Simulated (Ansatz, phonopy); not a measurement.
# Grüneisen parameters and expansion of KBr (Fm-3m), part 2 of 2

Wanted: mode Grüneisen parameters of KBr and a free-energy fit over volumes.

Experimental results on record:
- volume expansion coefficient 116.1 1e-6/K and heat capacity C_P per formula unit 52.3 J/mol/K near room temperature (given in “High-Throughput Prediction of Finite-Temperature Properties using the Quasi-Harmonic Approximation”, 2016, arXiv:1603.06924)
- volume expansion coefficient 117.6 1e-6/K near room temperature (given in “Descriptors for thermal expansion in solids”, 2017, arXiv:1701.03966)

Ansatz 0.2.0; DFT PBE, scalar-relativistic, plane waves, PAW.

So far. Step 10 (Single point at a scaled cell, V/V0 1.03): The run ends at a pressure of -0.37 GPa. Step 11 (Phonons, V/V0 1.03): No mode is imaginary beyond numerical noise at the solved wavevectors. The highest zone-centre mode (no LO–TO term) moved by -7.5 % for a volume change of +3.0 %.

### Step 12. Single point at a scaled cell, V/V0 0.97

The cell differs from the one that the last finished run ended in (a 4.788 → 4.694 Å, b 4.788 → 4.694 Å, c 4.788 → 4.694 Å).

Input file input.yaml:

```yaml
crystal:
  lattice:
    - [0.0, 3.3188895906, 3.3188895906]
    - [3.3188895906, 0.0, 3.3188895906]
    - [3.3188895906, 3.3188895906, 0.0]
  atoms:
    - { symbol: K, position: [0.0, 0.0, 0.0] }
    - { symbol: Br, position: [0.5, 0.5, 0.5] }
kpoints:
  mp_grid: { grid: [8, 8, 8] }
hamiltonian:
  xc: pbe
scf:
  occupations: { method: fixed }
output:
  forces: true
  stress: true
  eigenvalues: true
```

On the command line:

```
$ ansatz run input.yaml --threads 2 --pin off --max-ram 5120MiB --backend cpu --events-out ev --progress --plain --runs-dir out
```

The job ended after 0.8 s (2 threads of Arm Neoverse V2, shared host; peak memory 0.3 GiB).

The run ends at a pressure of 0.44 GPa.

### Step 13. Phonons, V/V0 0.97

input.yaml, the sections that differ from step 12:

```yaml
output:
  eigenvalues: true
phonons:
  method: dfpt
  dielectric: true
  rigid_motions: translations
  qmesh: [4, 4, 4]
  temperatures: { t_max: 1000, t_step: 50 }
  qpath:
    path:
      - [[0.0, 0.0, 0.0], [0.5, 0.0, 0.5], [0.625, 0.25, 0.625]]
      - [[0.375, 0.375, 0.75], [0.0, 0.0, 0.0], [0.5, 0.5, 0.5], [0.5, 0.25, 0.75], [0.5, 0.0, 0.5]]
    npoints: 10
# crystal, kpoints, hamiltonian, scf: as in step 12
```

Run time: 2.6 min. Hardware: 2 threads; peak memory 1.2 GiB.

LO-TO term included. Phonon branches along the path, in cm⁻¹:

| point | branch 1 | branch 2 | branch 3 | branch 4 | branch 5 | branch 6 |
| --- | --- | --- | --- | --- | --- | --- |
| Γ | 0 | 0 | 0 | 108 | 108 | 157 |
| halfway | 30 | 30 | 77 | 110 | 110 | 128 |
| X | 41 | 41 | 72 | 112 | 112 | 120 |
| halfway | 45 | 51 | 70 | 111 | 114 | 119 |
| U | 54 | 66 | 69 | 105 | 116 | 117 |
| jump to K | 54 | 66 | 69 | 105 | 116 | 117 |
| halfway | 37 | 57 | 71 | 96 | 112 | 140 |
| Γ | 0 | 0 | 0 | 108 | 108 | 157 |
| halfway | 43 | 43 | 59 | 103 | 103 | 150 |
| L | 67 | 67 | 91 | 93 | 93 | 140 |
| halfway | 63 | 65 | 81 | 99 | 108 | 127 |
| W | 60 | 60 | 75 | 104 | 116 | 116 |
| halfway | 48 | 58 | 69 | 110 | 114 | 118 |
| X | 41 | 41 | 72 | 112 | 112 | 120 |

No mode is imaginary beyond numerical noise at the solved wavevectors. The highest zone-centre mode (no LO–TO term) moved by +7.9 % for a volume change of -3.0 %.

### Step 14. A cell at another volume, V/V0 1.05

The cell differs from the one that the last finished run ended in (a 4.694 → 4.819 Å, b 4.694 → 4.819 Å, c 4.694 → 4.819 Å).

input.yaml, the sections that differ from step 13:

```yaml
crystal:
  lattice:
    - [0.0, 3.4077311691, 3.4077311691]
    - [3.4077311691, 0.0, 3.4077311691]
    - [3.4077311691, 3.4077311691, 0.0]
  atoms:
    - { symbol: K, position: [0.0, 0.0, 0.0] }
    - { symbol: Br, position: [0.5, 0.5, 0.5] }
output:
  forces: true
  stress: true
  eigenvalues: true
# kpoints, hamiltonian, scf: as in step 13
# phonons: removed
```

The job ended after 0.96 s (2 threads; peak memory 0.32 GiB; 1.8 s of CPU time).

The run ends at a pressure of -0.58 GPa.

### Step 15. Lattice dynamics at this volume, V/V0 1.05

input.yaml, the sections that differ from step 14:

```yaml
output:
  eigenvalues: true
phonons:
  method: dfpt
  dielectric: true
  rigid_motions: translations
  qmesh: [4, 4, 4]
  temperatures: { t_max: 1000, t_step: 50 }
  qpath:
    path:
      - [[0.0, 0.0, 0.0], [0.5, 0.0, 0.5], [0.625, 0.25, 0.625]]
      - [[0.375, 0.375, 0.75], [0.0, 0.0, 0.0], [0.5, 0.5, 0.5], [0.5, 0.25, 0.75], [0.5, 0.0, 0.5]]
    npoints: 10
# crystal, kpoints, hamiltonian, scf: as in step 14
```

It took 3 min on 2 threads; peak memory 1.2 GiB; 5.9 min of CPU time.

No mode is imaginary beyond numerical noise at the solved wavevectors. The highest zone-centre mode (no LO–TO term) moved by -12.3 % for a volume change of +5.0 %.

### Step 16. How the modes move with volume

This step: DFT PBE, scalar-relativistic, plane waves, PAW (phonopy 4.10.0).

This step gave:

```
share of modes with a negative Grüneisen parameter : 0.095
```

Mean Grüneisen, by row:

```
T (K)  heat-capacity-weighted mean  root mean square
   50                        1.484             1.765
  100                        1.581             1.829
  200                        1.605             1.845
  300                         1.61             1.847
  500                        1.612             1.849
  800                        1.613             1.849
```

The mean mode Grueneisen parameter by wavenumber:

| wavenumber (cm⁻¹) | mean mode Grueneisen parameter |
| --- | --- |
| 2.5 | - |
| 7.5 | - |
| 17.6 | 0.44 |
| 22.6 | 0.491 |
| 32.7 | 0.717 |
| 37.7 | 0.39 |
| 42.7 | 0.43 |
| 52.8 | 0.922 |
| 57.8 | 1.21 |
| 62.8 | 1.43 |
| 72.9 | 1.05 |
| 77.9 | 1.37 |
| 88.0 | 2.36 |
| 93.0 | 2.45 |
| 98.0 | 2.49 |
| 108.1 | 2.46 |
| 113.1 | 2 |
| 118.1 | 1.63 |
| 128.2 | 1.3 |
| 133.2 | 1.23 |
| 143.3 | 1.18 |
| 148.3 | 1.18 |

Volume series, by row:

```
 V/V0  V (Å³/atom)  pressure (GPa)  E - E0 (meV/atom)  gap (eV)  zero-point energy (meV/atom)  lowest on the path (cm⁻¹)  highest at Gamma without the LO-TO term (cm⁻¹)
 0.97        36.56           0.441              1.513      4.39                         16.16                          0                                           108.1
0.985        37.12           0.211              0.369      4.35                         15.73                          0                                           104.1
    1        37.69               0                  0     4.311                         15.32                          0                                           100.2
1.015        38.25          -0.193              0.346     4.273                         14.92                          0                                           96.45
 1.03        38.82          -0.371              1.346     4.237                         14.53                          0                                           92.73
 1.05        39.57          -0.584                3.6      4.19                         14.02                          0                                           87.89
```

Table of optical frequency at Gamma without the LO-TO term, mode 4 by V/V0:

```
  V/V0  optical frequency at Gamma without the LO-TO term, mode 4 (cm⁻¹)
0.9700                                                               108
0.9850                                                               104
1.0000                                                               100
1.0150                                                              96.5
1.0300                                                              92.7
1.0500                                                              87.9
```

Grüneisen at points, by row:

```csv
point,branch,frequency (cm⁻¹),mode Grüneisen parameter
Γ,4,100.3,2.56
Γ,6,151.3,1.19
X,1,42,-0.64
X,3,72.2,-0.08
X,4,104,2.65
X,6,110.9,2.52
U,1,52.5,0.9
U,2,66.4,-0.16
U,3,67.6,0.79
U,4,97.6,2.6
U,5,108.7,2.58
U,6,109.1,2.12
K,1,52.5,0.9
K,2,66.4,-0.16
K,3,67.6,0.79
K,4,97.6,2.6
K,5,108.7,2.58
K,6,109.1,2.12
L,1,62.8,2.3
L,3,86.3,2.36
L,5,87.8,1.24
L,6,134.7,1.2
W,1,60.4,-0.26
W,3,70.6,1.85
W,4,98.6,1.91
W,5,107.4,2.61
```

### Step 17. Free-energy fit

Energy (each curve on its own zero) against volume; values in meV/atom:

```csv
volume (Å³/atom),static,F at 0 K,F at 300 K,F at 600 K
36.56,1.51,2.56,6.39,11.1
37.12,0.37,0.99,3.36,6.28
37.69,0,0.21,1.09,2.17
38.25,0.35,0.15,-0.48,-1.27
38.82,1.35,0.76,-1.41,-4.1
39.57,3.6,2.51,-1.78,-7.04
```

Phonopy-qha, vinet fit of F(V) at each temperature; no electronic free energy. Qha vinet, by row:

| T (K) | fitted volume (Å³/atom) | alpha_V (1e-6/K) | B_T (GPa) | C_P (J/mol-atom/K) | Grueneisen |
| --- | --- | --- | --- | --- | --- |
| 75 | 38.17 | 109.1 | 12.67 | 20.59 | 1.568 |
| 100 | 38.29 | 125.3 | 12.42 | 22.71 | 1.62 |
| 125 | 38.41 | 135.3 | 12.16 | 23.86 | 1.647 |
| 150 | 38.54 | 142.8 | 11.89 | 24.59 | 1.666 |
| 175 | 38.69 | 149.1 | 11.62 | 25.12 | 1.682 |
| 200 | 38.83 | 155 | 11.34 | 25.56 | 1.697 |
| 225 | 38.99 | 160.8 | 11.06 | 25.94 | 1.712 |
| 250 | 39.15 | 166.6 | 10.77 | 26.29 | 1.727 |

Volume expansion coefficient, phonopy-qha, Vinet against temperature:

```
temperature (K)  volume expansion coefficient, phonopy-qha, Vinet (1e-6/K)
           75.0                                                        109
          100.0                                                        125
          125.0                                                        135
          150.0                                                        143
          175.0                                                        149
          200.0                                                        155
          225.0                                                        161
          250.0                                                        167
```

### Step 18. Outcome

| Property | Result |
| --- | --- |
| mean mode Grüneisen parameter at 300 K | 1.61 |

In words: The table stops at 250 K because beyond it the fitted volume comes within 1 % of the largest computed cell, where the fit loses its support. The heat-capacity-weighted Grüneisen parameter goes from 1.48 at 50 K to 1.61 at 800 K; 10 % of the modes stiffen on expansion. Weighting γ by the density of states and each mode's heat capacity at 300 K, modes below 50 cm⁻¹ give about 5 % of the sum of γC that drives the expansion, those up to 100 cm⁻¹ 56 % and the rest 39 %. Among the labelled points γ is largest for branch 4 at X (104 cm⁻¹, 2.6) and most negative for branch 1 at X (42 cm⁻¹, -0.64).

[Logs are printed without paths, hosts, clocks, repeated set-up lines and the standing remarks that a program may print on its own settings, such as how far it seeks lower states.]

[Hosts, paths, dates, database ids (printed as entryN), source tags and the programs' standing remarks are cut or masked in the printed files.]

[A step with changed settings may run another functional than the one named; its input shows which.]

[Of the runs on displaced cells, only some may be shown.]
